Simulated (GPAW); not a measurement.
## A Zr chain with a B atom on top of one atom: transmission at several levels

Aim: T(E), conductance and thermopower of a Zr chain with a B atom on top of one atom, and what cheaper settings cost in accuracy.

Calculated with GPAW 26.7.0; GPAW LCAO, PAW setups; Landauer transmission from Green's functions with principal layers (ASE), zero bias.

## 1. The starting structure

The cell holds 14 atoms: 13 Zr and 1 B. Cell: a = 9.000 Å, b = 9.000 Å, c = 33.800 Å, α = 90.0°, β = 90.0°, γ = 90.0°. Regions: left lead, 6 atoms (6 Zr); channel, 2 atoms (1 Zr and 1 B); right lead, 6 atoms (6 Zr). Vacuum lies along a and b. The structure is stacked along c, and the current runs across the ab planes.

## 2. Double-zeta polarised basis

The script solves lead and junction separately, takes H and S in the orbital basis, and joins semi-infinite leads through their self-energies; the dzp basis is the working standard.

Contents of run.py:

```python
import json
import numpy as np
from ase import Atoms
from ase.transport.calculators import TransportCalculator
from gpaw import GPAW, FermiDirac
from gpaw.lcao.tools import get_lcao_hamiltonian
from scipy.linalg import eigh

# The junction with lead layers at both ends, along the third cell vector
device = Atoms(
    ['Zr', 'Zr', 'Zr', 'Zr', 'Zr', 'Zr', 'Zr', 'B', 'Zr', 'Zr', 'Zr', 'Zr', 'Zr', 'Zr'],
    positions=[
        [4.50000, 4.50000, 1.30000],
        [4.50000, 4.50000, 3.90000],
        [4.50000, 4.50000, 6.50000],
        [4.50000, 4.50000, 9.10000],
        [4.50000, 4.50000, 11.70000],
        [4.50000, 4.50000, 14.30000],
        [4.50000, 4.50000, 16.90000],
        [6.41110, 4.50000, 16.90000],
        [4.50000, 4.50000, 19.50000],
        [4.50000, 4.50000, 22.10000],
        [4.50000, 4.50000, 24.70000],
        [4.50000, 4.50000, 27.30000],
        [4.50000, 4.50000, 29.90000],
        [4.50000, 4.50000, 32.50000]],
    cell=[[9.0, 0.0, 0.0], [0.0, 9.0, 0.0], [0.0, 0.0, 33.8]],
    pbc=True)

# One principal layer of the lead: the first 4 atoms of the device
lead = Atoms(
    ['Zr', 'Zr', 'Zr', 'Zr'],
    positions=[
        [4.50000, 4.50000, 1.30000],
        [4.50000, 4.50000, 3.90000],
        [4.50000, 4.50000, 6.50000],
        [4.50000, 4.50000, 9.10000]],
    cell=[[9.0, 0.0, 0.0], [0.0, 9.0, 0.0], [0.0, 0.0, 10.4]],
    pbc=True)

settings = dict(mode='lcao', basis='dzp', xc='PBE', h=0.2,
                occupations=FermiDirac(0.1), maxiter=250,
                mixer=dict(beta=0.1, nmaxold=8, weight=100.0),
                convergence=dict(density=0.0001))
energies = np.arange(-2, 2 + 1e-9, 0.05)
eta = 0.0001
n1, n2 = 1, 1
# k and -k transmit alike, so half of the mesh across the current serves
mesh = [(i, j) for i in range(n1) for j in range(n2) if (i, j) <= (-i % n1, -j % n2)]
weights = np.array([1 if (i, j) == (-i % n1, -j % n2) else 2 for i, j in mesh]) / (n1 * n2)

# [... helper functions left out ...]
fermi_lead = ground_state(lead, (1, 1, 11), 'lead.txt')
fermi_device = ground_state(device, (1, 1, 3), 'device.txt')
# [... loop over the mesh left out, but for ...]
        # Shift the lead onto the potential of the device's first layer
        shift = ((H[:, 0, 0] - H0[:, 0, 0]) / S0[0, 0]).real.mean()
# [...]
kT = 8.617333e-5 * 500
bias = [0.1, 0.2, 0.5, 1.0, 1.5, 2.0]
# [... integrals and printing left out ...]
```

Launch:

```console
> OMP_NUM_THREADS=1 OPENBLAS_NUM_THREADS=1 python run.py
```

What it wrote:

```text
basis functions: device 390, principal layer 116
Fermi level: lead -1.7892 eV, device -1.8638 eV; lead shifted by -0.0022 eV
largest coupling past the next layer 1.05e-05 eV, largest misfit of the first layer 0.028 eV
  E-E_F (eV)   T (one spin)  [channel counts left out]
    -2.000    5.7763e-01
    -1.950    5.6463e-01
    -1.900    5.2059e-01
    -1.850    3.4200e-01
    -1.800    9.1226e-01
    -1.750    8.7534e-01
    -1.700    8.1107e-01
    -1.650    7.8666e-01
    -1.600    7.7506e-01
    -1.550    9.2361e-01
    -1.500    1.2812e+00
    -1.450    1.5118e+00
    -1.400    1.6683e+00
    -1.350    1.7836e+00
    -1.300    1.8756e+00
    -1.250    1.9545e+00
[...]
1.650    2.7255e+00
     1.700    2.7208e+00
     1.750    2.6456e+00
     1.800    2.4218e+00
     1.850    1.8831e+00
     1.900    1.8005e+00
     1.950    1.8366e+00
     2.000    1.8807e+00
conductance at 500 K: 3.0435 G0 a cell; thermopower -8.63 uV/K
current from the zero-bias T(E) at 0.1 V: 23.62 uA
current from the zero-bias T(E) at 0.2 V: 47.43 uA
current from the zero-bias T(E) at 0.5 V: 119.65 uA
current from the zero-bias T(E) at 1.0 V: 236.06 uA
current from the zero-bias T(E) at 1.5 V: 346.64 uA
current from the zero-bias T(E) at 2.0 V: 454.92 uA
```

Elapsed: 2.9 min, on 1 thread of Arm Neoverse V1, shared host; peak memory 1.3 GiB.

Numbers from this step:

* conductance: 3.044 G₀
* largest coupling past the next principal layer: 1.05e-5 eV
* largest misfit of the first principal layer: 0.02794 eV
* shift that aligns the lead: -0.002245 eV
* basis functions of the junction: 390
* basis functions of a principal layer: 116
* transmission at the Fermi level (one spin): 2.995

One spin. Transmission, zone mean against energy, zero at the Fermi level:

```csv
energy (eV),"transmission, zone mean"
-2.000,0.578
-1.800,0.912
-1.600,0.775
-1.400,1.67
-1.200,2.03
-1.000,2.34
-0.800,2.34
-0.700,2.36
-0.600,2.31
-0.400,2.67
-0.200,2.76
0.000,2.99
0.200,3.49
0.400,3.47
0.600,3.47
0.800,3.36
1.000,3.15
1.200,1.91
1.400,2.45
1.600,2.71
1.650,2.73
1.800,2.42
2.000,1.88
```

Not self-consistent under bias; the bias window is split evenly. Current through one cell, from the zero-bias transmission against bias:

```csv
bias (V),"current through one cell, from the zero-bias transmission (μA)"
0.100,23.6
0.200,47.4
0.500,120
1.000,236
1.500,347
2.000,455
```

Table of transmission of the three most open eigenchannels by energy, zero at the Fermi level:

```csv
energy (eV),channel 1,channel 2,channel 3
-2.000,0.578,2.3e-8,1.1e-11
-1.800,0.912,2.1e-8,1.7e-11
-1.600,0.775,2.1e-8,5.1e-9
-1.400,0.798,0.510,0.360
-1.200,0.877,0.677,0.473
-1.000,0.985,0.770,0.519
-0.800,0.982,0.812,0.546
-0.600,0.983,0.729,0.562
-0.400,0.997,0.990,0.567
-0.200,0.997,0.957,0.575
0.000,0.975,0.942,0.671
0.200,0.935,0.930,0.557
0.400,0.968,0.929,0.666
0.600,0.977,0.944,0.735
0.800,0.980,0.956,0.755
1.000,0.981,0.961,0.768
1.200,0.983,0.783,0.0992
1.400,0.976,0.777,0.640
1.600,0.973,0.969,0.761
1.800,0.973,0.782,0.663
2.000,0.984,0.897,1.2e-8
```

Couplings past the next layer reach 1.1e-5 eV, small enough to drop; the matrix elements of the cell's first layer differ from the bulk lead's by up to 0.028 eV. That layer keeps its own values in the calculation, and only beyond it is the lead taken as perfect. The Fermi levels of lead and junction count from different zeros of potential, one for each periodic cell; with both set to zero, the small remaining shift is what aligns them. By hand: G = 3.044 × 77.48 μS = 236 μS, a resistance of 4.24 kΩ; at 0.1 V a linear junction would pass 23.6 μA, and the integral over the bias window gives 23.6 μA.

## 3. GPAW, szp: basis = "szp(dzp)"

The second zeta is dropped, the polarisation orbitals stay.

Edit run.py of step 2 so:

```diff
@@ -40,3 +40,3 @@
 
-settings = dict(mode='lcao', basis='dzp', xc='PBE', h=0.2,
+settings = dict(mode='lcao', basis='szp(dzp)', xc='PBE', h=0.2,
                 occupations=FermiDirac(0.1), maxiter=250,
```

What it wrote:

```text
basis functions: device 217, principal layer 64
Fermi level: lead -1.7146 eV, device -1.8104 eV; lead shifted by -0.0018 eV
largest coupling past the next layer 1.05e-05 eV, largest misfit of the first layer 0.031 eV
  E-E_F (eV)   T (one spin)  [channel counts left out]
    -2.000    5.8118e-01
    -1.950    5.7209e-01
    -1.900    5.3469e-01
    -1.850    3.6841e-01
    -1.800    9.6201e-01
    -1.750    8.5761e-01
    -1.700    8.0220e-01
    -1.650    7.8254e-01
    -1.600    7.7315e-01
    -1.550    1.0831e+00
    -1.500    1.3777e+00
    -1.450    1.5727e+00
    -1.400    1.7117e+00
    -1.350    1.8182e+00
    -1.300    1.9061e+00
    -1.250    1.9833e+00
[...]
1.650    2.6974e+00
     1.700    2.7090e+00
     1.750    2.6226e+00
     1.800    2.1939e+00
     1.850    1.7350e+00
     1.900    1.7614e+00
     1.950    1.7881e+00
     2.000    1.8189e+00
conductance at 500 K: 2.9418 G0 a cell; thermopower -6.009 uV/K
current from the zero-bias T(E) at 0.1 V: 22.843 uA
current from the zero-bias T(E) at 0.2 V: 45.969 uA
current from the zero-bias T(E) at 0.5 V: 117.02 uA
current from the zero-bias T(E) at 1.0 V: 232.91 uA
current from the zero-bias T(E) at 1.5 V: 343.47 uA
current from the zero-bias T(E) at 2.0 V: 453.69 uA
```

Run time: 1.7 min. Hardware: 1 thread; peak memory 1.2 GiB.

Numbers from this step:

```yaml
conductance: 2.942 G₀
largest_misfit_of_the_first_principal_layer: 0.03080 eV
shift_that_aligns_the_lead: -0.001809 eV
basis_functions_of_the_junction: 217
basis_functions_of_a_principal_layer: 64
transmission_at_the_fermi_level_one_spin: 2.972
```

One spin. Table of transmission, zone mean by energy, zero at the Fermi level:

```csv
energy (eV),"transmission, zone mean"
-2.00,0.581
-1.90,0.535
-1.80,0.962
-1.70,0.802
-1.55,1.08
-1.45,1.57
-1.35,1.82
-1.25,1.98
-1.15,2.12
-1.05,3.15
-0.90,2.34
-0.80,2.36
-0.70,2.37
-0.60,2.31
-0.50,1.75
-0.40,2.66
-0.25,2.72
-0.15,2.79
-0.05,2.90
0.00,2.97
0.05,2.73
0.15,3.43
0.25,3.43
0.40,3.44
0.50,3.46
0.55,3.46
0.60,3.45
0.70,3.42
0.80,3.37
0.90,3.28
1.05,3.10
1.15,1.89
1.25,1.96
1.35,2.21
1.45,2.48
1.55,2.62
1.70,2.71
1.80,2.19
1.90,1.76
2.00,1.82
```

Not self-consistent under bias; the bias window is split evenly. The current through one cell, from the zero-bias transmission by bias:

```csv
bias (V),"current through one cell, from the zero-bias transmission (μA)"
0.100,22.8
0.200,46.0
0.500,117
1.000,233
1.500,343
2.000,454
```

Table of transmission of the three most open eigenchannels by energy, zero at the Fermi level:

```csv
energy (eV),channel 1,channel 2,channel 3
-2.000,0.581,1.0e-7,0
-1.800,0.962,1.0e-7,3.1e-11
-1.600,0.773,1.0e-7,4.1e-8
-1.400,0.805,0.521,0.386
-1.200,0.884,0.681,0.491
-1.000,0.984,0.777,0.534
-0.800,0.982,0.816,0.561
-0.600,0.984,0.717,0.575
-0.400,0.993,0.991,0.577
-0.200,0.997,0.955,0.582
0.000,0.973,0.942,0.674
0.200,0.937,0.930,0.528
0.400,0.967,0.929,0.641
0.600,0.976,0.943,0.713
0.800,0.979,0.953,0.736
1.000,0.981,0.943,0.752
1.200,0.982,0.771,0.122
1.400,0.975,0.766,0.537
1.600,0.972,0.929,0.746
1.800,0.973,0.745,0.476
2.000,0.978,0.841,7.6e-8
```

The conductance, 2.94 G₀, lies 3.3 % below that of the dzp run.

## 4. Minimal basis

The minimal basis is the cheapest rung: no second zeta and no polarisation.

Edit run.py of step 3 so:

```diff
@@ -40,3 +40,3 @@
 
-settings = dict(mode='lcao', basis='szp(dzp)', xc='PBE', h=0.2,
+settings = dict(mode='lcao', basis='sz(dzp)', xc='PBE', h=0.2,
                 occupations=FermiDirac(0.1), maxiter=250,
```

What it wrote:

```text
basis functions: device 173, principal layer 52
Fermi level: lead -1.5754 eV, device -1.7005 eV; lead shifted by -0.0010 eV
largest coupling past the next layer 1.05e-05 eV, largest misfit of the first layer 0.035 eV
  E-E_F (eV)   T (one spin)  [channel counts left out]
    -2.000    5.3940e-01
    -1.950    5.0830e-01
    -1.900    3.9801e-01
[...]
1.950    1.7475e+00
     2.000    1.7773e+00
conductance at 500 K: 2.9677 G0 a cell; thermopower -6.673 uV/K
current from the zero-bias T(E) at 0.1 V: 23.033 uA
current from the zero-bias T(E) at 0.2 V: 46.278 uA
current from the zero-bias T(E) at 0.5 V: 117.24 uA
current from the zero-bias T(E) at 1.0 V: 233.49 uA
current from the zero-bias T(E) at 1.5 V: 342.82 uA
current from the zero-bias T(E) at 2.0 V: 449.2 uA
```

Wall time 75 s (1 thread); peak memory 1.2 GiB.

Numbers from this step:

```
conductance                                 : 2.968 G₀
largest misfit of the first principal layer : 0.03503 eV
shift that aligns the lead                  : -0.001017 eV
basis functions of the junction             : 173
basis functions of a principal layer        : 52
```

The conductance, 2.97 G₀, lies 2.5 % below that of the dzp run.

## 5. RPBE in the dzp basis: xc = "RPBE"

Back in the dzp basis, the functional changes from PBE to RPBE, to set the spread between functionals beside that between bases.

Edit run.py of step 4 so:

```diff
@@ -40,3 +40,3 @@
 
-settings = dict(mode='lcao', basis='sz(dzp)', xc='PBE', h=0.2,
+settings = dict(mode='lcao', basis='dzp', xc='RPBE', h=0.2,
                 occupations=FermiDirac(0.1), maxiter=250,
```

What it wrote:

```text
basis functions: device 390, principal layer 116
Fermi level: lead -1.6999 eV, device -1.7714 eV; lead shifted by -0.0023 eV
largest coupling past the next layer 1.14e-05 eV, largest misfit of the first layer 0.026 eV
  E-E_F (eV)   T (one spin)  [channel counts left out]
    -2.000    5.7887e-01
    -1.950    5.5898e-01
    -1.900    4.8661e-01
[...]
1.950    1.8498e+00
     2.000    1.8935e+00
conductance at 500 K: 2.9775 G0 a cell; thermopower -7.853 uV/K
current from the zero-bias T(E) at 0.1 V: 23.109 uA
current from the zero-bias T(E) at 0.2 V: 46.422 uA
current from the zero-bias T(E) at 0.5 V: 117.37 uA
current from the zero-bias T(E) at 1.0 V: 233.13 uA
current from the zero-bias T(E) at 1.5 V: 342.87 uA
current from the zero-bias T(E) at 2.0 V: 451.44 uA
```

Run time: 2.8 min. Hardware: 1 thread; peak memory 1.3 GiB.

Numbers from this step:

```yaml
conductance: 2.977 G₀
largest_coupling_past_the_next_principal_layer: 1.14e-5 eV
largest_misfit_of_the_first_principal_layer: 0.02613 eV
shift_that_aligns_the_lead: -0.002273 eV
basis_functions_of_the_junction: 390
basis_functions_of_a_principal_layer: 116
transmission_at_the_fermi_level_one_spin: 2.951
```

One spin. Table of transmission, zone mean by energy, zero at the Fermi level:

energy (eV), transmission, zone mean and a bar from the least value:
```
    -2.00       0.58 #
    -1.90       0.49 
    -1.80       0.94 #####
    -1.70       0.79 ###
    -1.55       1.17 #######
    -1.45       1.63 ############
    -1.35       1.84 ##############
    -1.25       1.98 ###############
    -1.15       2.11 ################
    -1.05       2.23 ##################
    -1.00       2.69 ######################
    -0.90       2.35 ###################
    -0.80       2.34 ###################
    -0.70       2.34 ###################
    -0.60       2.25 ##################
    -0.50       2.05 ################
    -0.40       2.65 ######################
    -0.25       2.70 ######################
    -0.15       2.77 #######################
    -0.05       2.88 ########################
     0.00       2.95 #########################
     0.05       2.97 #########################
     0.15       3.42 ##############################
     0.25       3.41 ##############################
     0.40       3.43 ##############################
     0.50       3.44 ##############################
     0.60       3.43 ##############################
     0.70       3.40 ##############################
     0.80       3.33 #############################
     0.90       3.23 ############################
     1.05       3.06 ##########################
     1.15       1.84 ##############
     1.25       1.99 ###############
     1.35       2.29 ##################
     1.45       2.55 #####################
     1.55       2.68 ######################
     1.65       2.73 #######################
     1.70       2.72 #######################
     1.80       2.42 ####################
     1.90       1.81 #############
     2.00       1.89 ##############
```

The conductance, 2.98 G₀, lies 2.2 % below that of the dzp run.

## 6. Cost and result by level

Times are for 1 thread of Arm Neoverse V1, shared host. The series side by side:

```csv
no.,run,conductance (G₀),time,memory (GiB)
1,dzp,3.044,2.9 min,1.3
2,szp,2.942,1.7 min,1.2
3,sz,2.968,75 s,1.2
4,dzp RPBE,2.977,2.8 min,1.3
```

## 7. Comparison

The curves are compared point by point over the common energies.

This step: comparison of transmission and cost over codes and levels (GPAW 26.7.0).

Ladder, by row:

```csv
step,code,T at the Fermi level (sum over the listed spins),conductance (G0),r.m.s. T(E) from the first,wall time (s),peak memory (GiB),threads
dzp,GPAW,2.995,3.044,0,172.7,1.32,1
szp,GPAW,2.972,2.942,0.1239,104.1,1.25,1
sz,GPAW,2.972,2.968,0.224,75.36,1.19,1
dzp-RPBE,GPAW,2.951,2.977,0.08801,170.5,1.32,1
```

Transmission, zone mean, sum over the listed spins against energy, zero at the Fermi level:

```csv
energy (eV),dzp,szp,sz,dzp-RPBE
-2.000,0.578,0.581,0.539,0.579
-1.800,0.912,0.962,0.909,0.939
-1.600,0.775,0.773,0.760,0.771
-1.400,1.67,1.71,1.70,1.75
-1.200,2.03,2.06,2.05,2.05
-1.050,2.24,3.15,2.25,2.23
-1.000,2.34,2.60,2.46,2.69
-0.800,2.34,2.36,2.34,2.34
-0.700,2.36,2.37,2.33,2.34
-0.600,2.31,2.31,2.20,2.25
-0.400,2.67,2.66,2.65,2.65
-0.200,2.76,2.75,2.74,2.73
0.000,2.99,2.97,2.97,2.95
0.200,3.49,3.43,3.42,3.42
0.400,3.47,3.44,3.41,3.43
0.500,3.48,3.46,3.42,3.44
0.550,3.48,3.46,3.42,3.44
0.600,3.47,3.45,3.42,3.43
0.800,3.36,3.37,3.33,3.33
1.000,3.15,3.17,3.10,3.12
1.200,1.91,1.90,1.95,1.90
1.400,2.45,2.36,2.51,2.44
1.600,2.71,2.66,2.70,2.71
1.650,2.73,2.70,2.70,2.73
1.800,2.42,2.19,2.22,2.42
2.000,1.88,1.82,1.78,1.89
```

(Continued in part 2 of 2.)

[Logs are printed without paths, hosts, clocks, repeated set-up lines and the standing remarks that a program may print on its own settings, such as how far it seeks lower states.]

[Hosts, paths, dates, database ids (printed as entryN), source tags and the programs' standing remarks are cut or masked in the printed files.]
